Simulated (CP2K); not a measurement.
Two runs for the C K edge of 2-nitrosoimidazole. Run A: CP2K XAS_TDP, all-electron GAPW, PBEh(45%), aug-cc-pVDZ, TDA, no relativity. Run B differs in one setting.

First lines with a strength over 0.0015. A:

```
                     atom  energy (eV)  states  strength, one atom
       C3 (bonded to 3 N)       282.29       1              0.0083
                                284.70       1              0.0568
                                286.75       1              0.0020
                                287.75       1              0.0016
                                288.33       1              0.0027
C5 (bonded to C, N and H)       282.11       1              0.0181
                                282.88       1              0.0387
                                285.26       1              0.0089
                                285.89       1              0.0029
                                286.36       1              0.0015
C6 (bonded to C, N and H)       281.73       1              0.0444
                                284.80       1              0.0137
                                285.47       1              0.0137
                                286.47       1              0.0035
                                286.98       1              0.0024
```

B:

```
                     atom  energy (eV)  states  strength, one atom
       C3 (bonded to 3 N)       287.51       1              0.0081
                                289.93       1              0.0558
                                291.97       1              0.0020
                                292.97       1              0.0016
                                293.56       1              0.0027
C5 (bonded to C, N and H)       287.78       1              0.0177
                                288.55       1              0.0380
                                290.93       1              0.0087
                                291.56       1              0.0029
                                292.38       1              0.0035
C6 (bonded to C, N and H)       287.23       1              0.0435
                                290.29       1              0.0134
                                290.97       1              0.0134
                                291.97       1              0.0034
                                292.48       1              0.0024
```

Which was it: GW2X switched on, the functional, scalar relativity switched on, the basis?

GW2X switched on. GW2X shifts an atom's lines together and keeps their spacings. Against PBEh(45%) in aug-cc-pVDZ, the leading lines move by +5.23 eV (C3, to 289.93), +5.67 eV (C5, to 287.78) and +5.50 eV (C6, to 287.23).

[Banner, clock and machine lines of the logs are left out without a mark of their own.]

[Logs are printed without paths, hosts, clocks, repeated set-up lines and the standing remarks that a program may print on its own settings, such as how far it seeks lower states.]

[Hosts, paths, dates, database ids (printed as entryN), source tags and the programs' standing remarks are cut or masked in the printed files.]
